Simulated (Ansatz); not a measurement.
# Self-trapping of an added electron in MgO (Fm-3m)

Question: is an added electron in MgO (Fm-3m) a free carrier or a small polaron? The trial puts it on one Mg atom. The model is a cell of 128 host atoms; several levels of theory are compared, with their cost.

Method: plane-wave PAW DFT, HSE06 form with 0.35 exact exchange; relaxation of all atoms of a supercell at fixed charge in a uniform background, in Ansatz 0.2.0.

**1. The starting structure**

The cell holds 128 atoms: 64 Mg and 64 O. Cell: a = 11.919 Å, b = 11.919 Å, c = 11.919 Å, α = 60.0°, β = 60.0°, γ = 60.0°. It derives from MgO (space group Fm-3m). Nearest the centre at fractional (0.500, 0.500, 0.500): Mg85 at 0.00 Å, O54 at 2.21 Å, O78 at 2.21 Å, O84 at 2.21 Å, O76 at 2.21 Å, O46 at 2.21 Å, O52 at 2.21 Å, Mg93 at 2.98 Å. The cell carries charge −1.

Known beforehand: the electronic dielectric constant, 3.25, and the static one, 10.36, computed on the host (DFPT, PBEsol).

The cell's shortest repeat is 11.9 Å.

The centre named in tables marks the trial (one Mg atom), and distances without another origin count from it. The distances above are those of the displaced start.

**2. Relaxation with the electron, HSE06 (α = 0.35)**

Semilocal functionals spread an added carrier through self-interaction, so the relaxation is made with exact exchange mixed in. The share of exact exchange was chosen, not fitted; 1/ε∞ of the host is 0.31. A carrier doesn't trap itself from the perfect lattice, where equivalent sites compete, so the atoms around the trial site start displaced and the spin starts there. The total moment is locked to that of one carrier.

qm1_M1_trap.hrelax/input.yaml reads:

```yaml
crystal:
  lattice:
    - [0.0, 8.42811523, 8.42811523]
    - [8.42811523, 0.0, 8.42811523]
    - [8.42811523, 8.42811523, 0.0]
  atoms:
    - { symbol: Mg, position: [0.0, 0.0, 0.0] }
    - { symbol: O, position: [0.125, 0.125, 0.125] }
[... 13 atom lines left out ...]
    - { symbol: O, position: [0.125, 0.375, 0.875] }
[... 5 atom lines left out ...]
    - { symbol: O, position: [0.125, 0.625, 0.625] }
[... 5 atom lines left out ...]
    - { symbol: O, position: [0.125, 0.875, 0.375] }
[... 11 atom lines left out ...]
    - { symbol: O, position: [0.375, 0.125, 0.875] }
[... 3 atom lines left out ...]
    - { symbol: O, position: [0.375, 0.375, 0.375] }
[... 1 atom line left out ...]
    - { symbol: O, position: [0.369067, 0.369067, 0.630933] }
    - { symbol: Mg, position: [0.25, 0.25, 0.75] }
    - { symbol: O, position: [0.375, 0.375, 0.875] }
[... 3 atom lines left out ...]
    - { symbol: O, position: [0.369067, 0.630933, 0.369067] }
    - { symbol: Mg, position: [0.25, 0.5, 0.5] }
    - { symbol: O, position: [0.369067, 0.630933, 0.630933] }
    - { symbol: Mg, position: [0.25, 0.5, 0.75] }
    - { symbol: O, position: [0.375, 0.625, 0.875] }
[... 1 atom line left out ...]
    - { symbol: O, position: [0.375, 0.875, 0.125] }
    - { symbol: Mg, position: [0.25, 0.75, 0.25] }
    - { symbol: O, position: [0.375, 0.875, 0.375] }
    - { symbol: Mg, position: [0.25, 0.75, 0.5] }
    - { symbol: O, position: [0.375, 0.875, 0.625] }
    - { symbol: Mg, position: [0.25, 0.75, 0.75] }
[... 4 atom lines left out ...]
    - { symbol: O, position: [0.625, 0.125, 0.375] }
[... 1 atom line left out ...]
    - { symbol: O, position: [0.625, 0.125, 0.625] }
[... 5 atom lines left out ...]
    - { symbol: O, position: [0.630933, 0.369067, 0.369067] }
    - { symbol: Mg, position: [0.5, 0.25, 0.5] }
    - { symbol: O, position: [0.630933, 0.369067, 0.630933] }
    - { symbol: Mg, position: [0.5, 0.25, 0.75] }
    - { symbol: O, position: [0.625, 0.375, 0.875] }
[... 1 atom line left out ...]
    - { symbol: O, position: [0.625, 0.625, 0.125] }
    - { symbol: Mg, position: [0.5, 0.5, 0.25] }
    - { symbol: O, position: [0.630933, 0.630933, 0.369067] }
    - { symbol: Mg, position: [0.5, 0.5, 0.5], spin: 1.0 }
    - { symbol: O, position: [0.625, 0.625, 0.625] }
    - { symbol: Mg, position: [0.5, 0.5, 0.75] }
[... 3 atom lines left out ...]
    - { symbol: Mg, position: [0.5, 0.75, 0.25] }
    - { symbol: O, position: [0.625, 0.875, 0.375] }
    - { symbol: Mg, position: [0.5, 0.75, 0.5] }
[... 13 atom lines left out ...]
    - { symbol: Mg, position: [0.75, 0.25, 0.25] }
    - { symbol: O, position: [0.875, 0.375, 0.375] }
    - { symbol: Mg, position: [0.75, 0.25, 0.5] }
    - { symbol: O, position: [0.875, 0.375, 0.625] }
    - { symbol: Mg, position: [0.75, 0.25, 0.75] }
[... 2 atom lines left out ...]
    - { symbol: O, position: [0.875, 0.625, 0.125] }
    - { symbol: Mg, position: [0.75, 0.5, 0.25] }
    - { symbol: O, position: [0.875, 0.625, 0.375] }
    - { symbol: Mg, position: [0.75, 0.5, 0.5] }
[... 5 atom lines left out ...]
    - { symbol: Mg, position: [0.75, 0.75, 0.25] }
[... 4 atom lines left out ...]
    - { symbol: O, position: [0.875, 0.875, 0.875] }
  host:
    repeats: [4, 4, 4]
    atoms:
      - { symbol: Mg, position: [0.0, 0.0, 0.0] }
      - { symbol: O, position: [0.5, 0.5, 0.5] }
total_charge: -1
basis:
  ecutwfc: 420
  xc_grid: 2
hamiltonian:
  xc: { preset: hse06, exx: 0.35 }
kpoints:
  mp_grid: { grid: [1, 1, 1] }
magnetization:
  spin_polarized: true
  initial_magnetization: 1
  spin_locking: { lock_magnetization: hard }
scf:
  occupations: { method: fixed }
  max_iter: 80
output:
  forces: true
  charged_corrections:
    epsilon: 3.25
    static_epsilon: 10.36
    defect_position: [0.5, 0.5, 0.5]
relax:
  f_tol: 0.03
  max_steps: 45
  random_displacement: { amplitude: 0.02, seed: 6374 }
checkpoint:
  write: "../qm1_M1_trap.hrelax.run"
  compress: false
  write_wavefunctions: true
  write_every: 100000
```

The run is started by

```
> ansatz run input.yaml --threads 32 --pin off --max-ram 131891MiB --backend cuda --events-out ev --progress --plain --runs-dir out
```

Numbers of over 12 decimals in the logs are rounded to 6 here.

The log of the run:

```text
[... repeated set-up lines and file paths are left out, and long positions are rounded to six places ...]
exact exchange: scf.exx.singularity resolves to wigner_seitz, which cuts the screened interaction at the faces of the exchange supercell's Wigner-Seitz cell, so that each pair interacts once, at the shortest of its separations (the periodic images that this [...]
Engine: ansatz 0.2.0, aarch64-unknown-linux-gnu
Pseudopotentials: kind: paw
Pseudopotential: Mg, paw, valence charge 10, recommended cutoff 420 eV (normal), Mg.paw.azcp
Pseudopotential: O, paw, valence charge 6, recommended cutoff 420 eV (normal), O.paw.azcp
Functional definition: unnamed
  parameter a_1 = 0.35
  parameter omega_1 = 0.207870/angstrom
  exchange = pbe_x + (-a_1)*pbe_x_sr(omega_1) + a_1*exact_x_sr(omega_1)
  correlation = pbe_c
davidson cushion auto → on  (no smearing: the cushion is to keep the highest requested band from converging to the state above it; pin scf.eigensolver.cushion to override)
[...]
Crystal: 128 atoms, lattice volume = 1197.351 Å³
Basis set: ecut = 420 eV, 23409 PW (Γ), exchange–correlation on 160×160×160 points (8 copies of the dense FFT grid, shifted against one another)
Bands: 641, of which v1, the nominal top of the filled ones, is band 513 counted from 1 (512 counted from 0)
Symmetry: 1 space group operations
k-points: 1
Non-local potential: Mg, projectors of the file, l = 0: 3, l = 1: 2, l = 2: 1
Non-local potential: O, projectors of the file, l = 0: 2, l = 1: 2, l = 2: 1
PAW form: soft (Blöchl's): semilocal exchange-correlation on the pseudo side does not see the compensation charge
PAW frozen core: Mg, regenerated for the run's functional, and the local potential with it (the file was generated under x = pbe(κ = 0.804, μ = 0.219515), c = pbe(β = 0.066725))
PAW frozen core: O, regenerated for the run's functional, and the local potential with it (the file was generated under x = pbe(κ = 0.804, μ = 0.219515), c = pbe(β = 0.066725))
PAW one-centre angular grid: Mg, 110 points (default); XC on 96 Gauss nodes
PAW one-centre angular grid: O, 110 points (default); XC on 96 Gauss nodes
Initial density: superposition of atomic densities (chi_scale 0.1, normalization cell, long waves kept (reshape's long-wave potential 0.06 eV rms))
Starting moments: Σ|m| = 1 μB on 1 of 128 sites
Initial wavefunctions: pseudopotential atomic-orbital guess
[...]
Functional: x = pbe(κ = 0.804, μ = 0.219515), c = pbe(β = 0.066725), warm-up for x = pbe(κ = 0.804, μ = 0.219515) + 0.35 (exact − pbe) at short range (hse, ω = 0.207870 Å⁻¹), c = pbe(β = 0.066725)
iter 1 solved again at ethr=2.99e-3 eV; its pass at ethr=1.00e-1 eV (dr2=3.06e1 eV) is discarded
SCF iter   1: F=—  HF=-159610.812697 eV  |Δ(HF+E_count)|=         —  Δρ=3.87e-2 (↑3.59e-2 ↓3.87e-2)  dr2=3.04e1  dr2_m=2.13e0  M=1.000 μB ∫|m|=1.013 μB  Hψ=7516
preconditioner: auto → none  [insulator: Δε(μ)=2.113 eV  Ē_g=15.710 eV  n_scr=338 (ndim 8)  ℏωp=24.3 eV  f_vac=0.000]
SCF iter   2: F=—  HF=-159608.003396 eV  |Δ(HF+E_count)|=    2.81e0  Δρ=2.52e-2 (↑2.33e-2 ↓2.52e-2)  dr2=1.26e1  dr2_m=1.06e0  M=1.000 μB ∫|m|=1.015 μB  Hψ=2822
[...]
SCF iter  10: F=-159610.137446 eV  HF=-159610.137446 eV  |Δ(HF+E_count)|=   3.13e-7  Δρ=2.34e-6 (↑2.34e-6 ↓2.12e-6)  dr2=4.10e-8  dr2_m=3.95e-8  M=1.000 μB ∫|m|=1.037 μB  Hψ=3603
SCF 1 converged in 10 iterations: F = -159610.137446 eV  dr2 = 4.10e-8
  greatest PAW one-centre occupation: 1.000 electrons in one spin orbital (limit 2), on the Mg atom at site 110 (counted from 0), in its partial waves of l = 0
[...]
Starting moments: Σ|m| = 1 μB on 1 of 128 sites; this step starts from the density that it was given
[...]
Exchange kernel: α = 0.3500, screened, ω = 0.2079 Å⁻¹, Wigner–Seitz truncation, v(0) = 946.1872 eV·Å³, q-mesh 1×1×1, nearest image of the exchange supercell L = 11.92 Å, pair-density grid 50×50×50, without the augmentation charges, whose exchange is taken in [...]
[...]
hybrid outer 1: dexx = +5.838e-1 eV, tail = 4.27e-3 eV
[...]
hybrid outer 2: dexx = +2.469e-5 eV, tail = 1.09e-6 eV, Δε = 2.84e-3 eV (about 8.85e-5 eV left of the loop's levels), ΔF = 5.62e-3 eV/Å (tail 8.01e-4)
[...]
hybrid outer 3: dexx = +1.236e-8 eV, tail = 6.79e-8 eV, Δε = 5.69e-5 eV (about 3.13e-5 eV left of the loop's levels), ΔF = 6.77e-5 eV/Å (tail 2.86e-4)
[...]
hybrid outer 1: dexx = +3.241e0 eV, tail = 1.30e-2 eV
[...]
hybrid outer 2: dexx = +1.613e-4 eV, tail = 3.23e-5 eV, Δε = 1.22e-2 eV (about 9.53e-4 eV left of the loop's levels), ΔF = 1.68e-1 eV/Å (tail 4.72e-2)
[...]
hybrid outer 1: dexx = +2.533e0 eV, tail = 1.12e-2 eV
[...]
hybrid outer 2: dexx = +1.389e-4 eV, tail = 1.22e-5 eV, Δε = 6.19e-3 eV (about 3.23e-4 eV left of the loop's levels), ΔF = 1.30e-1 eV/Å (tail 3.64e-2)
[...]
SCF 9 converged in 3 iterations: F = -159631.237729 eV  dr2 = 4.03e-8
[...]
Frozen-core exchange: fock
SCF iter   1: F=—  HF=-159631.237729 eV  |Δ(HF+E_count)|=         —  Δρ=1.56e-6 (↑1.56e-6 ↓1.45e-6)  dr2=5.60e-8  dr2_m=2.32e-9  M=1.000 μB ∫|m|=1.055 μB  Hψ=4623  reapply=2
SCF iter   2: F=-159631.237729 eV  HF=-159631.237729 eV  |Δ(HF+E_count)|=   1.30e-8  Δρ=8.36e-7 (↑8.36e-7 ↓8.02e-7)  dr2=9.38e-9  dr2_m=1.17e-9  M=1.000 μB ∫|m|=1.055 μB sched 5.45e-12)  Hψ=3021
SCF 10 converged in 2 iterations: F = -159631.237729 eV  dr2 = 9.38e-9
[...]
hybrid outer 2: dexx = +6.589e-10 eV, tail = 2.52e-8 eV, Δε = 2.30e-5 eV (about 5.07e-5 eV left of the loop's levels), ΔF = 1.82e-4 eV/Å (tail 9.59e-4)
the filled states extend beyond the cell (their overlap across the Brillouin zone is 0.000, against 0 in a metal and nearly 1 for localised states). With one k-point a hybrid's gap, moments and forces can then be wrong. [...]
[...]
relax step   4: F+E_penalty+E_count = -159631.23772922 eV  Δ(F+E_penalty+E_count) = -1.226e-6 eV  max|allowed force component| = 6.649e-3 eV/Å  Δτ_max = 0.0000 Å  (5 SCF iters, accepted)
hybrid SCF converged: 2 outer / 5 inner (+0 warm-up), last move |dexx| = 6.59e-10 eV, tail = 2.52e-8 eV
Magnetization: 1.0000 μB (513.0000 up, 512.0000 down)
Absolute magnetization: 1.0588 μB (∫|ρ↑−ρ↓|, with the PAW one-centre terms)
Spin contamination: 0.0003 ħ² per cell (⟨S²⟩ above its minimum at these occupations)
Per-site moments (μB) at R_I (Å): [(0.00273316, 0.869031), (0.00244393, 0.868933), (0.00273255, 0.868944), [... 6 left out ...]
Free energy (F): -159631.237729 eV
Harris-Foulkes:  -159631.237729 eV  (|F-HF|=3.78e-10)
Internal energy: -159631.237729 eV  (E = F + TS)
E sigma→0 (E₀):  -159631.237729 eV
Fermi energy:    13.243594 (↑ 13.243594, ↓ 6.349801) eV
--- Per-component energies (eV) ---
  E_band       = -22989.483790
  E_kinetic    = 16480.759846
  E_local      = -102641.744048  (includes V_loc(G=0)·N_el)
  E_nonlocal   = 8990.067753
  E_hartree    = 35585.763347
  E_xc         = -4915.057734
  E_vxc        = -6208.935358  (∫ρ·V_xc dr)
  E_exx        = -6414.551005  (= α·E_x^exact, valence–valence)
  E_paw        = -24230.718594  (= ΣΔE_a)
  E_vpaw       = 2047.780899  (= ΣTr[D̂ρ^β])
  E_aug_tail   = 0.159032  (compensation charges beyond the density's cutoff)
  E_ewald      = -82480.386798
  E_core_change = -5.529547  (= ΣΔE_core)
  E_smearing   = -0.000000  (= −TS)
  E_closure    = 0.000019  (closes the sum)
  E_deformation_potential = -18.326143  (in the stress; not in F)
  Σ components = -159631.237729   (vs F -159631.237729, Δ=0.00e0)
--- Forces (eV/Å), atoms counted from 1 ---
  atom   1  Mg    -0.00074278    -0.00174660     0.00136984
  atom   2  O     -0.00095714     0.00102382     0.00239625
  [... 4 atoms left out ...]
  [... 122 more lines of this table ...]
  max |Σ_I F_I| component: 3.89e-5 eV/Å
--- Charged-cell corrections in eV (Makov–Payne, q = -1.000 e, ε = 10.360) ---
  F (periodic)     = -159631.237729  (uncorrected; the corrections below are reported, never added to it)
  E_corr1          = +0.189029  (monopole, q²α_M/2εL)
  F Makov-Payne    = -159631.048700  (F + E_corr1; no measured alignment; for a localised charge, not one spread in a band: unchecked)
  no potential alignment in this run, which stands beside a crystal: run the host's input off ansatz write-host-input, and read the two finished runs by ansatz place-levels (neither reads a slab, a wire or a sheet, whose cell leaves a vacuum)
--- Band table (eV) ---
  k-point 0 ↑: bands = ["-72.0227", "-72.0189", "-72.0186", "-72.0185", "-72.0184", "-72.0184", "-72.0184", "-72.0183", "-72.0183", [... rest cut ...]
  k-point 0 ↓: bands = ["-72.0180", "-72.0142", "-72.0138", "-72.0137", "-72.0137", "-72.0137", "-72.0136", "-72.0136", "-72.0135", [... rest cut ...]
  guard bands above this table: 59 of the run's 641 bands. The solve was not asked for them (output.publish_guard_bands: true or output.eigenvalues: true publishes all)
--- Relaxed structure (4 steps of the walk, 4 accepted, 0 SCFs on fresh bases) ---
  F+E_penalty+E_count = -159631.23772922 eV   max|allowed force component| = 6.649e-3 eV/Å
  atoms:
    - { symbol: Mg, position: [2.0187814277081104e-5, -1.8106894214043953e-5, 0.000103] }
    - { symbol: O, position: [0.124987, 0.125016, 0.125091] }
    [... 4 atoms left out ...]
  [... 122 more lines of this table ...]
```

Wall time 30 s (1 × NVIDIA GB200 with 32 threads of Arm Neoverse V2, shared host); peak memory 2.7 GiB.

The steps of the relaxation:

```csv
step,energy less that of the first step (eV),largest force component (eV/Å)
1,0.0000,1.6861
2,-0.5464,0.7753
3,-0.7369,0.0095
4,-0.7369,0.0066
```

The atoms that moved most (Å, from the sites as typed, ahead of the random displacement):

```csv
atom,dx,dy,dz,length
O84,0.000,0.000,-0.100,0.100
O54,-0.100,0.000,0.000,0.100
O76,0.100,0.000,0.000,0.100
O52,0.000,0.100,0.000,0.100
O46,0.000,0.000,0.100,0.100
O78,0.000,-0.099,0.000,0.099
```

The moves above count from the input, in which the atoms at the trial site were already displaced.

Neighbours of the ideal centre at the end:

```csv
atom,distance (Å)
Mg85,0.001
O76,2.106
O52,2.106
O46,2.107
O84,2.107
O54,2.108
O78,2.108
Mg83,2.978
Mg115,2.979
Mg53,2.979
Mg91,2.979
Mg77,2.979
Mg61,2.980
Mg109,2.980
Mg117,2.980
Mg93,2.980
```

The sizes of the moments in the atoms' spheres add to about 0.3 μB, shared by more than 30 atoms in effect: the carrier has spread out.

**3. The states that it is compared with**

Its energy has a meaning only beside the cell without the carrier and the carrier left in the undistorted cell, under the same functional.

Times on 1 × NVIDIA GB200 with 32 threads of Arm Neoverse V2, shared host:

```csv
charge,start,kind,largest moment on one atom (μB),time
0,ideal sites,relaxation,-,7.5 s
−1,ideal sites,single point,0.00,13 s
```

(Part 1 of 2 ends here.)

[Logs are printed without paths, hosts, clocks, repeated set-up lines and the standing remarks that a program may print on its own settings, such as how far it seeks lower states.]

[Hosts, paths, dates, database ids (printed as entryN), source tags and the programs' standing remarks are cut or masked in the printed files.]

[For some hosts the program warned that the k-mesh of the response run may be too coarse for force constants and the static dielectric constant; such warnings are not shown here.]
